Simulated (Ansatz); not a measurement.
Reflectivity of WC (P-6m2) at normal incidence (Ansatz, r2SCAN, independent particles, without spin-orbit coupling, line width 0.1 eV (Gaussian), carrier damping 0.03 eV):

```
E (eV)  R (%)
  1.00   35.8
  1.25   39.6
  1.50   40.6
  1.75   41.1
  2.00   41.7
  2.25   42.7
  2.50   44.3
  2.75   45.9
  3.00   48.0
  3.25   48.8
  3.50   48.0
  3.75   47.4
  4.00   46.9
  4.25   46.6
  4.50   49.7
  4.75   49.2
  5.00   50.1
```

Task: What colour would a polished face show in daylight?

Result: Light grey: CIE x = 0.305, y = 0.320, luminous reflectivity 44 % under D65, from the mean over the axes.

[Logs are printed without paths, hosts, clocks, repeated set-up lines and the standing remarks that a program may print on its own settings, such as how far it seeks lower states.]
